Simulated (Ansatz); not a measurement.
# BeSi2 (built on the sites of a database entry of CaSi2): phonons and vibrational spectra, part 2 of 2

Wanted: phonon frequencies of BeSi2 (built on the sites of a database entry of CaSi2) and what follows from them.

Ansatz 0.2.0; DFT PBEsol, scalar-relativistic, plane waves, PAW.

So far. Step 4 (Tight relaxation): The largest force component left is 0.023 meV/Å and the pressure is -0.003 GPa, within the tolerances set. The cell now holds 12.36 Å³/atom. Step 5 (Linear response at the zone centre): Before it was imposed, the acoustic sum rule was missed by 1.1e-4 eV/Å². Small misses are needed for a sound result but don't prove that mesh and cutoff are converged. The lowest optical mode is real, 147 cm⁻¹. The relaxed cell has a = 2.782, c = 5.533 Å (conventional setting).

The structure was built from a prototype and need not be the compound's stable phase.

### 6. Response at finite wavevector (continued)

Interpolated from a 3×3×2 q mesh, rough between the solved points. Phonon branches along the path, in cm⁻¹:

| point | branch 1 | branch 2 | branch 3 | branch 4 | branch 5 | branch 6 | branch 7 | branch 8 | branch 9 |
| --- | --- | --- | --- | --- | --- | --- | --- | --- | --- |
| Γ | 0 | 0 | 0 | 147 | 147 | 297 | 297 | 368 | 493 |
| halfway | 18 | 106 | 119 | 123 | 172 | 213 | 251 | 378 | 475 |
| M | -164 | 96 | 114 | 197 | 201 | 225 | 285 | 333 | 458 |
| halfway | -175 | -72 | 88 | 218 | 249 | 253 | 289 | 325 | 455 |
| K | -162 | -162 | 69 | 269 | 269 | 272 | 300 | 300 | 452 |
| halfway | -66 | 48 | 144 | 165 | 176 | 198 | 259 | 371 | 470 |
| Γ | 0 | 0 | 0 | 147 | 147 | 297 | 297 | 368 | 493 |
| halfway | 15 | 15 | 100 | 133 | 133 | 282 | 282 | 320 | 496 |
| A | 41 | 41 | 111 | 111 | 208 | 218 | 267 | 267 | 496 |
| halfway | -122 | -11 | 71 | 124 | 223 | 258 | 289 | 312 | 481 |
| L | -102 | -58 | 143 | 180 | 185 | 248 | 310 | 336 | 470 |
| halfway | -79 | -48 | 148 | 178 | 200 | 213 | 329 | 340 | 468 |
| H | 34 | 34 | 156 | 166 | 166 | 218 | 343 | 343 | 465 |
| halfway | -123 | -74 | 119 | 123 | 224 | 251 | 307 | 312 | 477 |
| A | 41 | 41 | 111 | 111 | 208 | 218 | 267 | 267 | 496 |
| jump to L | -102 | -58 | 143 | 180 | 185 | 248 | 310 | 336 | 470 |
| halfway | -137 | 17 | 136 | 156 | 225 | 251 | 281 | 338 | 464 |
| M | -164 | 96 | 114 | 197 | 201 | 225 | 285 | 333 | 458 |
| jump to H | 34 | 34 | 156 | 166 | 166 | 218 | 343 | 343 | 465 |
| halfway | -126 | -126 | 111 | 222 | 222 | 251 | 328 | 328 | 459 |
| K | -162 | -162 | 69 | 269 | 269 | 272 | 300 | 300 | 452 |

Tetrahedra on a 27×27×12 mesh, mean over bins of 10 cm-1. Interpolated from a 3×3×2 q mesh, rough between the solved points. Phonon density of states against wavenumber; read off at these points:

```csv
wavenumber (cm⁻¹),phonon density of states (1/cm⁻¹/cell)
-175,0.0014
-145,0.00886
-115,0.0113
-75,0.00695
-45,0.0105
-15,0.00514
15,0.0043
45,0.00647
85,0.0105
115,0.0220
135,0.0330
145,0.0221
175,0.0216
205,0.0241
235,0.0278
255,0.0323
275,0.0209
305,0.0116
335,0.0333
365,0.00875
395,0
435,0
465,0.0427
495,0.00563
```

The partial phonon density of states has structure finer than the step of the table below, so its rows give means over 20 cm⁻¹, whole bins alone (the curve runs from -185 to 521 cm⁻¹). Peaks (cm⁻¹: height): Be -118.1: 0.00581, 259.1: 0.0145, 334.5: 0.00882, 467.6: 0.0322; Si -56.0: 0.0120, 130.4: 0.0290, 214.7: 0.0206, 339.0: 0.0206, 467.6: 0.00524.

Phonopy on the run's constants, 21x21x11 mesh, Gaussian sigma 5.0 cm-1. Interpolated from a 3×3×2 q mesh, rough between the solved points. Table of partial phonon density of states by wavenumber; means over each step; values in 1/cm⁻¹/cell:

| wavenumber (cm⁻¹) | Be | Si |
| --- | --- | --- |
| -160 | 0.00363 | 0.00377 |
| -140 | 0.00459 | 0.00484 |
| -120 | 0.00534 | 0.00576 |
| -100 | 0.00426 | 0.00478 |
| -80 | 0.00298 | 0.00487 |
| -60 | 0.00417 | 0.0107 |
| -40 | 0.00261 | 0.00707 |
| -20 | 0.00140 | 0.00395 |
| 0 | 4.9e-4 | 0.00128 |
| 20 | 9.6e-4 | 0.00270 |
| 40 | 0.00190 | 0.00527 |
| 60 | 0.00171 | 0.00581 |
| 80 | 0.00173 | 0.00797 |
| 100 | 0.00173 | 0.0115 |
| 120 | 0.00208 | 0.0222 |
| 140 | 0.00180 | 0.0243 |
| 160 | 0.00141 | 0.0148 |
| 180 | 0.00159 | 0.0167 |
| 200 | 0.00371 | 0.0184 |
| 220 | 0.00745 | 0.0201 |
| 240 | 0.0108 | 0.0180 |
| 260 | 0.0138 | 0.0166 |
| 280 | 0.00751 | 0.0117 |
| 300 | 0.00357 | 0.00821 |
| 320 | 0.00489 | 0.0114 |
| 340 | 0.00736 | 0.0177 |
| 360 | 0.00286 | 0.00783 |
| 380 | 9.3e-4 | 0.00302 |
| 400 | 1.0e-5 | 3.9e-5 |
| 420 | 0 | 0 |
| 440 | 7.2e-4 | 1.2e-4 |
| 460 | 0.0218 | 0.00356 |
| 480 | 0.0169 | 0.00348 |
| 500 | 0.00259 | 7.8e-4 |

Symmetry leaves 6 wavevectors to solve. The lowest mode among them, the acoustic zeros apart, lies at q = (0.333, 0.333, 0) and is imaginary, 162.1i cm⁻¹, so the energy falls along it. Between them the interpolated path dips to 176i cm⁻¹.

### 7. Another isotope

An isotope changes the mass and not the force constants, so no new electronic calculation is needed; the shifts show which modes move this element.

The same force constants with the mass of Si changed from 28.085 to 29.974 u (phonopy, no LO-TO term). Both lists are sorted by frequency; levels can cross, so a row need not hold one and the same mode. Modes under 3 cm⁻¹ are left out. Isotope shifts, by row:

| q | rank | natural mass (cm⁻¹) | changed mass (cm⁻¹) |
| --- | --- | --- | --- |
| 0 0 0 | 4 | 146.9 | 142.2 |
| 0 0 0 | 5 | 146.9 | 142.2 |
| 0 0 0 | 6 | 296.7 | 295.4 |
| 0 0 0 | 7 | 296.7 | 295.4 |
| 0 0 0 | 8 | 367.7 | 356 |
| 0 0 0 | 9 | 493.2 | 491 |
| 0 0 -0.5 | 1 | 40.75 | 39.66 |
| 0 0 -0.5 | 2 | 40.75 | 39.66 |
| 0 0 -0.5 | 3 | 111 | 107.4 |
| 0 0 -0.5 | 4 | 111 | 107.4 |
| 0 0 -0.5 | 5 | 208.4 | 201.7 |
| 0 0 -0.5 | 6 | 218.3 | 213.4 |
| 0 0 -0.5 | 7 | 267.2 | 265.7 |
| 0 0 -0.5 | 8 | 267.2 | 265.7 |
| 0 0 -0.5 | 9 | 496 | 491.1 |
| 0 0.3333 0 | 1 | -87.89 | -86.63 |
| 0 0.3333 0 | 2 | 48.81 | 47.54 |
| 0 0.3333 0 | 3 | 118.5 | 114.8 |
| 0 0.3333 0 | 4 | 156.8 | 152.4 |
| 0 0.3333 0 | 5 | 213.4 | 207.5 |
| 0 0.3333 0 | 6 | 227.4 | 220.7 |
| 0 0.3333 0 | 7 | 227.6 | 225.8 |
| 0 0.3333 0 | 8 | 365.6 | 357.1 |
| 0 0.3333 0 | 9 | 466.1 | 463.8 |
| 0 0.3333 -0.5 | 1 | -129.7 | -127.6 |
| 0 0.3333 -0.5 | 2 | -39.55 | -38.53 |
| 0 0.3333 -0.5 | 3 | 99.81 | 97.01 |
| 0 0.3333 -0.5 | 4 | 132.6 | 128.4 |
| 0 0.3333 -0.5 | 5 | 236.7 | 229.6 |
| 0 0.3333 -0.5 | 6 | 252.7 | 251 |
| 0 0.3333 -0.5 | 7 | 297.5 | 289.1 |
| 0 0.3333 -0.5 | 8 | 324.9 | 318 |
| 0 0.3333 -0.5 | 9 | 474.5 | 472.2 |

A mode of this element alone would shift by -3.20 %. The highest zone-centre frequency without the field goes from 493.2 to 491.0 cm⁻¹ (-0.4 %). The product of the frequency ratios over all optical modes at Γ is 0.895; the product rule, (m/m′)^(3k/2) (M′/M)^(3/2) with k = 2 such atoms and M the mass of the cell, gives 0.895.

### 8. What came out

```
space group after relaxation (within 0.01 Å)            : P-3m1
volume per atom                                         : 12.4 Å³
electronic character                                    : no gap on this mesh
highest optical mode at the zone centre (no LO-TO term) : 493 cm⁻¹
lowest optical zone-centre mode                         : 147 cm⁻¹
lowest mode on the q mesh (acoustic modes at Γ apart)   : -162 cm⁻¹
highest frequency on the path or at a solved wavevector : 496 cm⁻¹
imaginary modes on the 3×3×2 q mesh                     : yes
```

Modes are clearly imaginary (beyond 10i cm⁻¹) at 3 of the 6 irreducible wavevectors, most at q = (0.333, 0.333, 0) (162.1i cm⁻¹), so this structure is not a minimum of the energy. The optical modes at Γ span 147 to 493 cm⁻¹. The highest mode in this list at Γ, 493.2 cm⁻¹, is mostly motion of Be (86 % of the kinetic energy). The q mesh stands for a supercell only 8.3 Å across, so branches between the solved wavevectors are rough. With no gap, or one that is small against the smearing, the frequencies hang on the k mesh and the smearing, most of all near Kohn anomalies. A phonon run warned that its eigensolver left some bands unconverged in a pass. The starting cell was built on a prototype and not taken from a measurement, so the phase need not exist. These are harmonic frequencies at zero temperature: anharmonic shifts, linewidths and thermal expansion are left out.

[Logs are printed without paths, hosts, clocks, repeated set-up lines and the standing remarks that a program may print on its own settings, such as how far it seeks lower states.]

[Hosts, paths, dates, database ids (printed as entryN), source tags and the programs' standing remarks are cut or masked in the printed files.]
